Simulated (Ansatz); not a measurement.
## ScAl (Pm-3m): from the cell to its phonons

Wanted: phonon frequencies of ScAl (Pm-3m) and what follows from them.

Program: Ansatz 0.2.0. Level of theory: DFT PBEsol, scalar-relativistic, plane waves, PAW; PAW set soft_1. Results are calculated unless marked as measured.

### Step 1. Set-up

It takes space group Pm-3m (No. 221, cubic). Conventional cell: a = 3.370 Å, b = 3.370 Å, c = 3.370 Å, α = 90.00°, β = 90.00°, γ = 90.00°. Nearest to Sc lie 8 Al at 2.92 Å. Nearest to Al lie 8 Sc at 2.92 Å. Farther neighbours are not listed.

### Step 2. Relaxation

The cell and atoms are relaxed, since residual forces and stress would shift the frequencies.

input.yaml reads:

```yaml
crystal:
  lattice:
    - [3.37034897, 0.0, 0.0]
    - [0.0, 3.37034897, 0.0]
    - [0.0, 0.0, 3.37034897]
  atoms:
    - { symbol: Sc, position: [0.5, 0.5, 0.5] }
    - { symbol: Al, position: [0.0, 0.0, 0.0] }
kpoints:
  mp_grid: { grid: [12, 12, 12] }
hamiltonian:
  xc: pbesol
  pseudopotentials: { kind: paw, azcp: { folder: soft_1 }, xc_functional: pbe }
scf:
  occupations: { method: gaussian, width: 0.1 }
output:
  forces: true
  stress: true
  eigenvalues: true
  write_density: true
  write_potential: true
  elf: true
  volumetric_format: npy
relax:
  adjacent_minimum: "off"
  f_tol: 0.005
  max_steps: 80
  cell: { stress_tol: 0.05 }
```

Run with:

```bash
$ ansatz run input.yaml --threads 4 --pin off --max-ram 10240MiB --backend cpu --events-out ev --progress --plain --runs-dir out
```

Numbers of over 12 decimals in the logs are rounded to 6 here.

The log of the run:

```text
Engine: ansatz 0.2.0, aarch64-unknown-linux-gnu
Pseudopotentials: kind: paw
Pseudopotential: Sc, paw, valence charge 11, recommended cutoff 420 eV (normal), soft_1/Sc.paw.azcp
Pseudopotential: Al, paw, valence charge 3, recommended cutoff 420 eV (normal), soft_1/Al.paw.azcp
Functional definition: PBEsol
  exchange = pbesol_x
  correlation = pbesol_c
Crystal: 2 atoms, lattice volume = 38.285 Å³
Basis set: ecut = 420 eV, 739 PW (Γ), exchange–correlation on 48×48×48 points (8 copies of the dense FFT grid, shifted against one another)
Bands: 11, of which v1, the nominal top of the filled ones, is band 7 counted from 1 (6 counted from 0)
Symmetry: 48 space group operations
Space group: Pm-3m (ITA 221), of the structure as read, at distance tolerance 3.4e-5 Å
k-points: 84 of 1728
Non-local potential: Sc, projectors of the file, l = 0: 3, l = 1: 2, l = 2: 3, l = 3: 1
Non-local potential: Al, projectors of the file, l = 0: 2, l = 1: 2, l = 2: 1
PAW form: soft (Blöchl's): semilocal exchange-correlation on the pseudo side does not see the compensation charge
PAW frozen core: Sc, regenerated for the run's functional, and the local potential with it (the file was generated under x = pbe(κ = 0.804, μ = 0.219515), c = pbe(β = 0.066725))
PAW frozen core: Al, regenerated for the run's functional, and the local potential with it (the file was generated under x = pbe(κ = 0.804, μ = 0.219515), c = pbe(β = 0.066725))
PAW one-centre angular grid: Sc, 590 points (default); XC on 64 Gauss nodes
PAW one-centre angular grid: Al, 110 points (default); XC on 64 Gauss nodes
Initial density: superposition of atomic densities (chi_scale 0.1, normalization cell, long waves kept (reshape's long-wave potential 0.00 eV rms))
Initial wavefunctions: pseudopotential atomic-orbital guess
Functional: x = pbesol(κ = 0.804, μ = 0.123457), c = pbesol(β = 0.046)
SCF iter   1: F=—  HF=-2636.960288 eV  |F-HF|=—  |Δ(HF+E_count)|=         —  Δρ=2.35e-2  dr2=2.45e-1  ethr=3.10e-3  ⟨swp⟩=5.0  Hψ=4874  notcnv=0
preconditioner: auto → none  [metal: Δε(μ)=0.078 eV  Ē_g=5.133 eV  σ=0.100 eV  W_gap=0.42  n_scr=6 (ndim 8)  ℏωp=14.7 eV  f_vac=0.000  D(μ)=0.75/eV (n_scr^D=6)  sad-step TF]
SCF iter   2: F=—  HF=-2636.890026 eV  |F-HF|=—  |Δ(HF+E_count)|=   7.03e-2  Δρ=1.33e-2  dr2=8.09e-2  ethr=1.75e-3  ⟨swp⟩=2.0  Hψ=1914  notcnv=0
SCF iter   3: F=—  HF=-2636.857912 eV  |F-HF|=—  |Δ(HF+E_count)|=   3.21e-2  Δρ=6.50e-3  dr2=2.87e-2  ethr=5.78e-4  ⟨swp⟩=2.0  Hψ=1514  notcnv=0
SCF iter   4: F=—  HF=-2636.849700 eV  |F-HF|=—  |Δ(HF+E_count)|=   8.21e-3  Δρ=1.22e-3  dr2=5.51e-4  ethr=2.05e-4  ⟨swp⟩=2.5  Hψ=1630  notcnv=0
SCF iter   5: F=—  HF=-2636.849677 eV  |F-HF|=—  |Δ(HF+E_count)|=   2.25e-5  Δρ=1.30e-4  dr2=4.94e-6  ethr=3.93e-6  ⟨swp⟩=2.6  Hψ=1433  notcnv=0
SCF iter   6: F=—  HF=-2636.849678 eV  |F-HF|=—  |Δ(HF+E_count)|=   3.91e-7  Δρ=7.06e-6  dr2=1.08e-8  ethr=7.14e-10  ⟨swp⟩=5.1  Hψ=4966  notcnv=0
SCF iter   7: F=-2636.849678 eV  HF=-2636.849678 eV  |F-HF|=5.70e-10  |Δ(HF+E_count)|=   6.47e-9  Δρ=1.19e-6  dr2=6.87e-10  ethr=7.71e-11  ⟨swp⟩=3.6  Hψ=3888  notcnv=0
SCF 1 converged in 7 iterations: F = -2636.849678 eV  dr2 = 6.87e-10
  greatest PAW one-centre occupation: 0.998 electrons in one spin orbital (limit 2), on the Sc atom at site 0 (counted from 0), in its partial waves of l = 0
relax step   1: F+E_penalty+E_count = -2636.84967785 eV  Δ(F+E_penalty+E_count) = +0.000e0 eV  max|allowed force component| = 3.449e-29 eV/Å  Δτ_max = 0.0000 Å  P = -1.794 GPa  Ω = 38.285 Å³  (7 SCF iters, dr2 threshold 1.00e-7 eV, accepted)
Crystal: 2 atoms, lattice volume = 36.816 Å³
Initial density: handed on by an earlier stage of this run
Initial wavefunctions: those handed on with the density
iter 1 solved again at ethr=2.09e-6 eV; its pass at ethr=3.10e-3 eV (dr2=2.92e-4 eV) is discarded
SCF iter   1: F=—  HF=-2636.852609 eV  |F-HF|=—  |Δ(HF+E_count)|=         —  Δρ=8.66e-4  dr2=2.98e-4  ethr=2.09e-6  ⟨swp⟩=1.5  Hψ=6407  notcnv=0
preconditioner: auto → none  [metal: Δε(μ)=0.097 eV  Ē_g=5.102 eV  σ=0.100 eV  W_gap=0.47  n_scr=6 (ndim 8)  ℏωp=15.0 eV  f_vac=0.000  D(μ)=0.66/eV (n_scr^D=0)]
SCF iter   2: F=—  HF=-2636.852417 eV  |F-HF|=—  |Δ(HF+E_count)|=   1.93e-4  Δρ=4.05e-4  dr2=5.81e-5  ethr=2.09e-6  ⟨swp⟩=1.0  Hψ=925  notcnv=0
SCF iter   3: F=—  HF=-2636.852373 eV  |F-HF|=—  |Δ(HF+E_count)|=   4.41e-5  Δρ=1.02e-4  dr2=5.83e-6  ethr=4.15e-7  ⟨swp⟩=2.0  Hψ=1154  notcnv=0
SCF iter   4: F=—  HF=-2636.852371 eV  |F-HF|=—  |Δ(HF+E_count)|=   1.55e-6  Δρ=2.81e-5  dr2=4.24e-7  ethr=4.16e-8  ⟨swp⟩=2.7  Hψ=1465  notcnv=0
SCF iter   5: F=-2636.852371 eV  HF=-2636.852371 eV  |F-HF|=2.74e-9  |Δ(HF+E_count)|=   1.14e-7  Δρ=4.79e-6  dr2=6.79e-9  ethr=1.43e-9  ⟨swp⟩=7.8  Hψ=5239  notcnv=0
SCF 2 converged in 5 iterations: F = -2636.852371 eV  dr2 = 6.79e-9
relax step   2: F+E_penalty+E_count = -2636.85237114 eV  Δ(F+E_penalty+E_count) = -2.693e-3 eV  max|allowed force component| = 6.409e-30 eV/Å  Δτ_max = 0.0000 Å  P = +1.357 GPa  Ω = 36.816 Å³  energy of the carried Pulay correction = +1.389e-4 eV  (5 SCF iters, dr2 threshold 2.00e-7 eV, accepted)
Crystal: 2 atoms, lattice volume = 37.435 Å³
iter 1 solved again at ethr=3.50e-7 eV; its pass at ethr=3.10e-3 eV (dr2=4.90e-5 eV) is discarded
SCF iter   1: F=—  HF=-2636.854822 eV  |F-HF|=—  |Δ(HF+E_count)|=         —  Δρ=3.64e-4  dr2=5.18e-5  ethr=3.50e-7  ⟨swp⟩=2.0  Hψ=6350  notcnv=0
preconditioner: auto → none  [metal: Δε(μ)=0.089 eV  Ē_g=5.042 eV  σ=0.100 eV  W_gap=0.44  n_scr=6 (ndim 8)  ℏωp=14.9 eV  f_vac=0.000  D(μ)=0.70/eV (n_scr^D=0)]
SCF iter   2: F=—  HF=-2636.854787 eV  |F-HF|=—  |Δ(HF+E_count)|=   3.49e-5  Δρ=1.66e-4  dr2=1.01e-5  ethr=3.50e-7  ⟨swp⟩=1.0  Hψ=924  notcnv=0
SCF iter   3: F=—  HF=-2636.854778 eV  |F-HF|=—  |Δ(HF+E_count)|=   9.09e-6  Δρ=2.75e-5  dr2=3.42e-7  ethr=7.22e-8  ⟨swp⟩=2.0  Hψ=1038  notcnv=0
SCF iter   4: F=-2636.854778 eV  HF=-2636.854778 eV  |F-HF|=1.38e-7  |Δ(HF+E_count)|=   6.13e-8  Δρ=1.64e-5  dr2=1.60e-7  ethr=1.43e-9  ⟨swp⟩=7.6  Hψ=5658  notcnv=0
SCF 3 converged in 4 iterations: F = -2636.854778 eV  dr2 = 1.60e-7
relax step   3: F+E_penalty+E_count = -2636.85477756 eV  Δ(F+E_penalty+E_count) = -2.406e-3 eV  max|allowed force component| = 4.201e-29 eV/Å  Δτ_max = 0.0000 Å  P = -0.058 GPa  Ω = 37.435 Å³  energy of the carried Pulay correction = +7.974e-5 eV  (4 SCF iters, dr2 threshold 2.00e-7 eV, accepted)
[...]
relax step   4: F+E_penalty+E_count = -2636.85478494 eV  Δ(F+E_penalty+E_count) = -7.380e-6 eV  max|allowed force component| = 3.846e-29 eV/Å  Δτ_max = 0.0000 Å  P = -0.002 GPa  Ω = 37.409 Å³  energy of the carried Pulay correction = +8.219e-5 eV  (3 SCF iters, dr2 threshold 8.42e-9 eV, accepted)
Initial wavefunctions: pseudopotential atomic-orbital guess (no wavefunctions were taken with the density)
iter 1 solved again at ethr=2.53e-9 eV; its pass at ethr=3.10e-3 eV (dr2=3.55e-7 eV) is discarded
SCF iter   1: F=—  HF=-2636.854712 eV  |F-HF|=—  |Δ(HF+E_count)|=         —  Δρ=1.10e-5  dr2=1.24e-8  ethr=2.53e-9  ⟨swp⟩=3.0  Hψ=7903  notcnv=0
preconditioner: auto → none  [metal: Δε(μ)=0.090 eV  Ē_g=5.045 eV  σ=0.100 eV  W_gap=0.45  n_scr=6 (ndim 8)  ℏωp=14.9 eV  f_vac=0.000  D(μ)=0.70/eV (n_scr^D=0)]
SCF iter   2: F=—  HF=-2636.854711 eV  |F-HF|=—  |Δ(HF+E_count)|=   9.17e-7  Δρ=5.46e-6  dr2=2.25e-9  ethr=8.87e-11  ⟨swp⟩=2.4  Hψ=1341  notcnv=0
SCF iter   3: F=—  HF=-2636.854711 eV  |F-HF|=—  |Δ(HF+E_count)|=   2.97e-9  Δρ=5.90e-7  dr2=1.68e-10  ethr=1.61e-11  ⟨swp⟩=2.0  Hψ=1152  notcnv=0
SCF iter   4: F=—  HF=-2636.854711 eV  |F-HF|=—  |Δ(HF+E_count)|=  4.09e-12  Δρ=4.61e-7  dr2=8.91e-11  ethr=1.00e-12  ⟨swp⟩=4.9  Hψ=3250  notcnv=0
SCF iter   5: F=-2636.854711 eV  HF=-2636.854711 eV  |F-HF|=0.00e0  |Δ(HF+E_count)|=  2.05e-11  Δρ=1.03e-7  dr2=2.06e-12  ethr=1.00e-12  ⟨swp⟩=3.2  Hψ=3432  notcnv=0
SCF 5 converged in 5 iterations: F = -2636.854711 eV  dr2 = 2.06e-12
relax step   5: F+E_penalty+E_count = -2636.85471089 eV  Δ(F+E_penalty+E_count) = +7.405e-5 eV  max|allowed force component| = 1.433e-29 eV/Å  Δτ_max = 0.0000 Å  P = -0.005 GPa  Ω = 37.409 Å³  stress off target by 5.19e-3 GPa  SCF on the basis re-selected at this cell (its energy is not comparable with the rows above)  (5 SCF iters)
basis re-selected at this cell: Δ(F+E_penalty+E_count) = +7.405e-5 eV, ΔP = -0.003 GPa vs the last step (what re-selecting the basis moved, of the pressure what is left beyond the Pulay correction that the steps carried, after the strain that the cell walked since its last selection, with what the two solves' SCF thresholds leave and, on support functions, any second-order correction that the steps lacked; it is no m [...]
SCF converged after 5 iterations
Free energy (F): -2636.854711 eV
Harris-Foulkes:  -2636.854711 eV  (|F-HF|=0.00e0)
Internal energy: -2636.851226 eV  (E = F + TS)
E sigma→0 (E₀):  -2636.852968 eV
Entropy (-TS):   -0.003485 eV (-1.743 meV/atom)
Fermi energy:    9.692311 eV
--- Per-component energies (eV) ---
  E_band       = -148.512359
  E_kinetic    = 231.254764
  E_local      = -912.371005  (includes V_loc(G=0)·N_el)
  E_nonlocal   = 154.115092
  E_hartree    = 344.944739
  E_xc         = -122.911090
  E_vxc        = -134.978322  (∫ρ·V_xc dr)
  E_paw        = -1424.044931  (= ΣΔE_a)
  E_vpaw       = -176.422446  (= ΣTr[D̂ρ^β])
  E_aug_tail   = 0.000030  (compensation charges beyond the density's cutoff)
  E_ewald      = -907.986989
  E_core_change = 0.148164  (= ΣΔE_core)
  E_smearing   = -0.003485  (= −TS)
  E_closure    = -0.000000  (closes the sum)
  Σ components = -2636.854711   (vs F -2636.854711, Δ=0.00e0)
--- Forces (eV/Å), atoms counted from 1 ---
  atom   1  Sc     0.00000000     0.00000000     0.00000000
  atom   2  Al    -0.00000000     0.00000000    -0.00000000
  max |Σ_I F_I| component: 3.02e-29 eV/Å
--- Stress (GPa, compression-positive) ---
       -0.005195       0.000000      -0.000000
        0.000000      -0.005195      -0.000000
       -0.000000      -0.000000      -0.005195
  P = ⅓ Tr σ = -0.0052 GPa (-0.052 kbar)
--- Band table (eV; the first three rows and the last of 84) ---
  k-point 0: bands = [... 3 lower, -18.1263, 1.1718, 8.9999, 8.9999, 12.4899, 12.4899, 12.4899, 13.5299]
  k-point 1: bands = [... 3 lower, -18.1251, 1.2731, 8.9025, 9.0517, 12.1551, 12.1551, 12.5054, 13.2475]
  k-point 2: bands = [... 3 lower, -18.1219, 1.5725, 8.5234, 9.2003, 11.6294, 11.6294, 12.5481, 12.8388]
  k-point 83: bands = [... 3 lower, -18.2691, 7.1098, 7.1098, 7.1098, 9.3576, 12.6679, 12.6679, 12.6679]
--- Relaxed structure (4 steps of the walk, 4 accepted, 1 SCFs on fresh bases) ---
  F+E_penalty+E_count = -2636.85471089 eV   max|allowed force component| = 1.433e-29 eV/Å   (the final SCF, on the basis selected at the relaxed cell)
  cell:  # Å, volume = 37.4088 Å³
    - [3.344448, 0, 0]
    - [0, 3.344448, 0]
    - [0, 0, 3.344448]
  atoms:
    - { symbol: Sc, position: [0.500000, 0.500000, 0.500000] }
    - { symbol: Al, position: [0, 0, 0] }
```

Elapsed: 3.4 s, on 4 threads of Arm Neoverse V2, shared host; peak memory 0.35 GiB; 12 s of CPU time.

Step by step:

```csv
step,energy less that of the first step (eV),largest force component (eV/Å),pressure (GPa),volume (Å³)
1,0.0000,0.0000,-1.79,38.28
2,-0.0027,0.0000,1.36,36.82
3,-0.0051,0.0000,-0.06,37.43
4,-0.0051,0.0000,0.00,37.41
5*,-0.0050,0.0000,-0.01,37.41
```

Relaxation steps marked * repeat the geometry before them on a plane-wave basis chosen anew for their cell, so energy and pressure can jump there.

Forces are held to the 48 operations that the run works with; a distortion that breaks them can't arise in this run.

```csv
"conventional cell, symmetrised",before,after,change
a (Å),3.370,3.344,-0.8 %
b (Å),3.370,3.344,-0.8 %
c (Å),3.370,3.344,-0.8 %
volume (Å³/atom),19.14,18.70,-2.3 %
```

Final coordinates:

```cif
data_structure
_symmetry_space_group_name_H-M 'P 1'
_symmetry_Int_Tables_number 1
_cell_length_a 3.3444
_cell_length_b 3.3444
_cell_length_c 3.3444
_cell_angle_alpha 90.000
_cell_angle_beta 90.000
_cell_angle_gamma 90.000
_cell_volume 37.41
loop_
_atom_site_label
_atom_site_type_symbol
_atom_site_fract_x
_atom_site_fract_y
_atom_site_fract_z
_atom_site_occupancy
Sc1 Sc 0.50000 0.50000 0.50000 1
Al2 Al 0.00000 0.00000 0.00000 1
```

This step gave:

```
pressure          : -0.005195 GPa
volume per atom   : 18.70 Å³
gap on the k-mesh : 0 eV
```

Valence density in the ac plane at fractional y = 0.500, with atoms of Sc within 0.2 Å of it. It is the smooth field of the valence electrons, not physical close to the nuclei.

Ten even steps from '_' (0.1 e/Å³) to '@' (8.5 e/Å³):
```
__________________________________
__________________________________
__________________________________
__________________________________
______________..::::..____________
____________::--++++--::__________
__________..--**%%%%**--..________
__________::++%%@@@@%%++::________
__________::++%%@@@@%%++::________
__________..--**%%%%**--..________
____________::--++++--::__________
______________..::::..____________
__________________________________
__________________________________
__________________________________
__________________________________
__________________________________
```
Columns run along a (3.3 Å), rows up along c (3.3 Å). Atoms in or near the plane, at fractional coordinates: Sc at (0.50, 0.50).

ELF in the ac plane at fractional y = 0.500, with atoms of Sc within 0.2 Å of it. It is the smooth field of the valence electrons, not physical close to the nuclei.

Values, 14 rows by 14 columns, each cell a mean:
```
0.73 0.71 0.64 0.53 0.39 0.26 0.20 0.19 0.21 0.29 0.41 0.55 0.65 0.71
0.68 0.64 0.54 0.37 0.22 0.13 0.12 0.12 0.12 0.15 0.24 0.40 0.56 0.65
0.59 0.53 0.37 0.20 0.12 0.15 0.24 0.27 0.22 0.14 0.12 0.22 0.40 0.55
0.48 0.39 0.22 0.11 0.18 0.40 0.55 0.59 0.54 0.35 0.16 0.12 0.24 0.41
0.37 0.26 0.13 0.15 0.41 0.64 0.66 0.65 0.66 0.61 0.35 0.14 0.15 0.29
0.29 0.19 0.12 0.26 0.60 0.64 0.43 0.31 0.47 0.66 0.54 0.22 0.12 0.21
0.27 0.17 0.12 0.32 0.64 0.59 0.26 0.09 0.31 0.65 0.59 0.27 0.12 0.19
0.28 0.19 0.12 0.28 0.61 0.63 0.39 0.26 0.43 0.66 0.55 0.24 0.12 0.20
0.34 0.24 0.12 0.17 0.47 0.66 0.63 0.59 0.64 0.64 0.40 0.15 0.13 0.26
0.46 0.36 0.19 0.11 0.21 0.47 0.61 0.64 0.60 0.41 0.18 0.12 0.22 0.39
0.58 0.51 0.34 0.18 0.11 0.17 0.28 0.32 0.26 0.15 0.11 0.20 0.37 0.53
0.67 0.63 0.51 0.34 0.19 0.12 0.12 0.12 0.12 0.13 0.22 0.37 0.54 0.64
0.73 0.70 0.63 0.51 0.36 0.24 0.19 0.17 0.19 0.26 0.39 0.53 0.64 0.71
0.75 0.73 0.67 0.58 0.46 0.34 0.28 0.27 0.29 0.37 0.48 0.59 0.68 0.73
```
Columns run along a (3.3 Å), rows up along c (3.3 Å). Atoms in or near the plane, at fractional coordinates: Sc at (0.50, 0.50).

Electrostatic potential energy in the ac plane at fractional y = 0.500, with atoms of Sc within 0.2 Å of it. With pseudopotentials it is smooth inside the atoms' cores, unlike the true potential.

Ten even steps from '0' (-47 eV) to '9' (12 eV):
```
99999999999999999
99999999999999999
99999988888899999
99999887667889999
99998765445678999
99988642112468899
99987520000257899
99986410000146899
99986410000146899
99987520000257899
99988642112468899
99998765445678999
99999887667889999
99999988888899999
99999999999999999
99999999999999999
99999999999999999
```
Columns run along a (3.3 Å; values clipped at the 3rd and 97th percentile), rows up along c (3.3 Å). Atoms in or near the plane, at fractional coordinates: Sc at (0.50, 0.50).

In this step the volume went from 19.14 to 18.70 Å³/atom.

### Step 3. Tight relaxation

Phonons need a cell at rest on their own settings, so the relaxation is repeated with tight tolerances on forces and stress, using the mesh and the filling of the phonon run that follows.

input.yaml, the sections that differ from step 2:

```yaml
crystal:
  lattice:
    - [3.3444484184, 0.0, 0.0]
    - [0.0, 3.3444484184, 0.0]
    - [0.0, 0.0, 3.3444484184]
  atoms:
    - { symbol: Sc, position: [0.5, 0.5, 0.5] }
    - { symbol: Al, position: [0.0, 0.0, 0.0] }
scf:
  occupations: { method: methfessel_paxton, width: 0.2 }
output:
  forces: true
  stress: true
  eigenvalues: true
relax:
  adjacent_minimum: "off"
  f_tol: 0.001
  max_steps: 60
  cell: { stress_tol: 0.01 }
# kpoints, hamiltonian: as in step 2
```

The log of the run:

```text
[...]
Crystal: 2 atoms, lattice volume = 37.409 Å³
Basis set: ecut = 420 eV, 739 PW (Γ), exchange–correlation on 48×48×48 points (8 copies of the dense FFT grid, shifted against one another)
Bands: 11, of which v1, the nominal top of the filled ones, is band 7 counted from 1 (6 counted from 0)
Symmetry: 48 space group operations
[...]
k-points: 84 of 1728
[...]
k-point 83: bands = [... 3 lower, -18.2706, 7.1097, 7.1097, 7.1097, 9.3583, 12.6677, 12.6677, 12.6677]
--- Relaxed structure (1 steps of the walk, 1 accepted, 1 SCFs on fresh bases) ---
[...]
cell:  # Å, volume = 37.4088 Å³
    - [3.3444484184, 0.0, 0.0]
    - [0.0, 3.3444484184, 0.0]
    - [0.0, 0.0, 3.3444484184]
  atoms:
    - { symbol: Sc, position: [0.500000, 0.500000, 0.500000] }
    - { symbol: Al, position: [0.0, 0.0, 0.0] }
[key lines of the parts left out:]
SCF converged after 5 iterations
Free energy (F): -2636.852402 eV
Fermi energy:    9.699615 eV
P = ⅓ Tr σ = -0.0065 GPa (-0.065 kbar)
```

It took 1.4 s on 4 threads; peak memory 0.35 GiB; 4.7 s of CPU time.

Little changed from the start: no atom moved by 0.005 Å and no cell edge by 0.1 %.

This step gave:

```yaml
pressure: -0.006467 GPa
```

The forces vanish by symmetry and the pressure is -0.006 GPa, within the tolerances set. The cell now holds 18.70 Å³/atom.

[end of part 1 of 2]

[Logs are printed without paths, hosts, clocks, repeated set-up lines and the standing remarks that a program may print on its own settings, such as how far it seeks lower states.]

[Hosts, paths, dates, database ids (printed as entryN), source tags and the programs' standing remarks are cut or masked in the printed files.]
